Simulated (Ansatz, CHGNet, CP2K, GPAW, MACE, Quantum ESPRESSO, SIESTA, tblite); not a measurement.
# How far do other methods lie from plane waves? Random packing of 41In2S3-59GeS2 (mol %) (84 atoms)

One geometry of random packing of 41In2S3-59GeS2 (mol %) (84 atoms) is solved by several programs and methods. How far do their forces lie from a plane-wave PBE run?

Results are calculated, not measured.

## (1) The structure

The cell holds 84 atoms (18 In, 53 S and 13 Ge), with edges of 12.56, 12.56 and 12.56 Å. Recipe: 84 atoms (18 In, 53 S, 13 Ge) packed at random in a cube at 3.95 g/cm³ and pushed apart as soft spheres, cations and anions kept from their own kind; a start for melting by ab initio MD, not an equilibrated structure. Then every atom was moved at random, 0.03 Å r.m.s. a Cartesian component. The density is 3.95 g/cm³.

## (2) The reference input

Quantum ESPRESSO 7.5: Kohn-Sham DFT, PBE, SSSP efficiency 1.3.0 pseudopotentials, plane waves. Its input, pw.in:

```
&control
  calculation = 'scf'
  pseudo_dir = './pseudo'
  outdir = './tmp'
  disk_io = 'none'
  tprnfor = .true.
  tstress = .true.
/
&system
  ibrav = 0
  nat = 84
  ntyp = 3
  ecutwfc = 45
  ecutrho = 360
  nosym = .true.
  occupations = 'smearing'
  smearing = 'fd'
  degauss = 0.003675
/
&electrons
  conv_thr = 4.2e-07
  electron_maxstep = 100
  mixing_beta = 0.4
  mixing_mode = 'plain'
  diagonalization = 'david'
/
ATOMIC_SPECIES
In 114.818 In.upf
S 32.060 S.upf
Ge 72.630 Ge.upf
CELL_PARAMETERS angstrom
12.55510 0.00000 0.00000
0.00000 12.55510 0.00000
0.00000 0.00000 12.55510
ATOMIC_POSITIONS crystal
In 0.10639 0.59302 0.90724
In 0.00879 0.32433 0.52367
In 0.53000 0.48930 0.85252
In 0.48722 0.94386 0.44878
[... 78 atom lines left out ...]
Ge 0.90789 0.21035 0.76227
Ge 0.84717 0.79005 0.95449
K_POINTS gamma
```

```console
$ OMP_NUM_THREADS=1 mpirun -np 4 pw.x -in pw.in > output.txt
```

The job ended after 13 min (4 MPI ranks of Arm Neoverse V2, shared host; peak memory 5.5 GiB; 54 min of CPU time).

It converged with an r.m.s. force component of 0.75 eV/Å and a pressure of 2.4 GPa.

## (3) The other programs

- CHGNet: machine-learned potential, published weights.
- CP2K 2026.2: Gaussian basis with GTH pseudopotentials and a plane-wave density; labels give functional, basis (MOLOPT sets; SR short-range, UZH the newer set with its own potentials), grid cutoff/relative cutoff and solver (OT: orbital transformation; TRS4, TC2, SIGN: linear-scaling purification with its sparsity filter), or its built-in tight binding.
- GPAW 26.7.0: PAW with atomic orbitals (LCAO), plane waves or a real-space grid of spacing h.
- MACE: machine-learned potential, published weights.
- SIESTA 5.4.2: numerical atomic orbitals, whose automatically made sets are far from complete, with PseudoDojo norm-conserving potentials that we converted to its format (checked against plane waves on the same files for H, C, O, Si, Ge and Ca alone); labels give functional, basis size, energy shift and mesh cutoff.
- tblite 0.8.0: extended tight binding, driven from Python.

All use the same cell and atoms, and the electronic-structure runs the same k-mesh.

## (4) All runs compared

Differences are against the reference: forces as r.m.s. over components, share as that over the reference's r.m.s. force, slope as the fitted ratio of a run's forces to the reference's.

```tsv
run	Δ force, r.m.s. (meV/Å)	share (%)	slope	Δ pressure (GPa)	cores	CPU time	memory (GiB)
reference	-	-	-	-	4	54 min	5.5
CHGNet 0.3.0 potential	357	47.7	0.861	-0.233	1	2.8 s	0.66
CP2K PBE+rVV10L, DZVP-MOLOPT-SR, 350/50 Ry, diagonalisation	59.7	7.99	1.026	-0.223	2	13 min	4.4
CP2K PBE, DZVP-MOLOPT-SR, 175/50 Ry, diagonalisation (coarse)	47.2	6.31	1.020	0.665	2	5.6 min	1.2
CP2K PBE, DZVP-MOLOPT-SR, 350/50 Ry, diagonalisation	41.7	5.57	1.020	0.599	2	6.4 min	2.4
CP2K PBE, SZV-MOLOPT-SR, 350/50 Ry, diagonalisation (coarse)	371	49.5	1.314	2.84	1	5.1 min	2.1
CP2K PBE, TZV2P-MOLOPT (SR for In, Ge), 350/50 Ry, diagonalisation	45.1	6.03	1.022	0.605	4	17 min	5.2
CP2K PBE, TZVP-UZH, 350/50 Ry, diagonalisation	49.9	6.67	1.027	0.676	4	10 min	5.2
GPAW PBE, LCAO dzp, h 0.2 Å	144	19.2	1.083	-	1	4.9 min	1.9
GPAW PBE, LCAO szp(dzp), h 0.2 Å (coarse)	320	42.7	1.178	-	1	3.8 min	1.8
GPAW RPBE, LCAO dzp, h 0.2 Å	158	21.2	1.113	-	1	5.1 min	1.9
MACE MP-0b2 small potential	299	40.0	0.987	0.699	1	5.3 s	0.67
MACE MP-0b3 medium potential	231	30.9	0.921	-0.059	1	6.8 s	0.86
SIESTA PBE, DZ, shift 0.01 Ry, mesh 300 Ry (coarse)	483	64.6	1.290	3.14	1	4.1 min	1.1
SIESTA PBE, DZP, shift 0.01 Ry, mesh 300 Ry	204	27.3	1.091	0.655	2	11 min	2.0
SIESTA PBE, SZ, shift 0.02 Ry, mesh 300 Ry (coarse)	730	97.6	1.485	2.88	1	2.7 min	0.79
tblite GFN2-xTB	255	34.1	0.867	-0.862	1	22 s	0.17
tblite IPEA1-xTB	593	79.2	1.123	-6.62	1	8.5 s	0.17
```

Rows marked coarse were listed beforehand as settings not expected to be converged; some can still land near the reference.

Times of the machine-learned potentials are mostly Python's start and the loading of weights.

Runs without a result: CP2K GFN1-xTB, diagonalisation (not converged); SIESTA PBE, SZ, shift 0.01 Ry, mesh 300 Ry (cut off at its time limit).

CPU time is summed over cores on shared hosts, so it is rough.

## (5) What came out

Forces lie from 5.6 % (CP2K PBE, DZVP-MOLOPT-SR, 350/50 Ry, diagonalisation) to 98 % (SIESTA PBE, SZ, shift 0.02 Ry, mesh 300 Ry, coarse) of the reference's r.m.s. force of 0.75 eV/Å away from it. The PBE runs in local orbitals, coarse settings apart, differ by 5.6 % (CP2K PBE, DZVP-MOLOPT-SR, 350/50 Ry, diagonalisation) to 27 % (SIESTA PBE, DZP, shift 0.01 Ry, mesh 300 Ry); basis, grid and potentials can all enter. Tight binding differs by 34 % (tblite GFN2-xTB) to 79 % (tblite IPEA1-xTB); it is another model, with fitted parameters of its own, and the xTB methods hold dispersion. Machine-learned potentials differ by 31 % (MACE MP-0b3 medium potential) to 48 % (CHGNet 0.3.0 potential); they were trained on other programs' data.

Rows with another functional or a dispersion term differ by 8.0 % (CP2K PBE+rVV10L, DZVP-MOLOPT-SR, 350/50 Ry, diagonalisation) to 21 % (GPAW RPBE, LCAO dzp, h 0.2 Å), which mixes the change of model with differences of basis and potentials. IPEA1-xTB was fitted to ionisation energies and electron affinities, not to forces or charges. Runs with settings chosen to be coarse differ by 6.3 % (CP2K PBE, DZVP-MOLOPT-SR, 175/50 Ry, diagonalisation) to 98 % (SIESTA PBE, SZ, shift 0.02 Ry, mesh 300 Ry), their programs' other errors included. CP2K PBE, SZV-MOLOPT-SR, 350/50 Ry, diagonalisation stiffens the forces by a factor of 1.31 while following their directions (correlation 0.960); the slopes of the 6 CP2K runs lie between 1.02 and 1.31. From CP2K PBE, DZVP-MOLOPT-SR, 175/50 Ry, diagonalisation to the finer CP2K PBE, DZVP-MOLOPT-SR, 350/50 Ry, diagonalisation the share falls from 6.3 to 5.6 %. Pressures at PBE, coarse settings apart, lie +0.60 to +0.68 GPa from the reference's.

Caveats: Periodic xTB results under one method name differ between programs and library versions. The potentials hold different valence shells: 734 electrons in the reference, 604 in CP2K with TZVP-UZH and 604 in GPAW; this bears on time and differences. GPAW's setups keep the filled d shell of Ge in the core. The reference's pressure holds the uncorrected Pulay stress of its 45 Ry basis, so small pressure differences may be the reference's own error. Machine-learned potentials mimic data converged in k, so the reference's own k-point error enters their differences. The electronic-structure runs sample only Γ, in a cell whose shortest periodic width is 13 Å, which is coarse for a cell with partly filled levels. The reference's pressure of 2.4 GPa reflects the volume that the recipe set, positions that aren't this level's minimum and the basis. CP2K warns in some runs that its smearing reaches the highest orbitals computed, so too few empty orbitals were added. Spin–orbit coupling is left out. The reference has no spin polarisation, so local moments can't form. Where levels are smeared, the DFT runs use Fermi–Dirac occupations at 580 K (0.05 eV), and energies are free energies. The atoms were displaced at random, and shares hang on the size of the forces that this gives. The reference's cutoffs and mesh weren't converged further here.

[Logs are printed without paths, hosts, clocks, repeated set-up lines and the standing remarks that a program may print on its own settings, such as how far it seeks lower states.]

[Hosts, paths, dates, database ids (printed as entryN), source tags and the programs' standing remarks are cut or masked in the printed files.]

[Cells were taken only where this reference lay near another plane-wave run.]
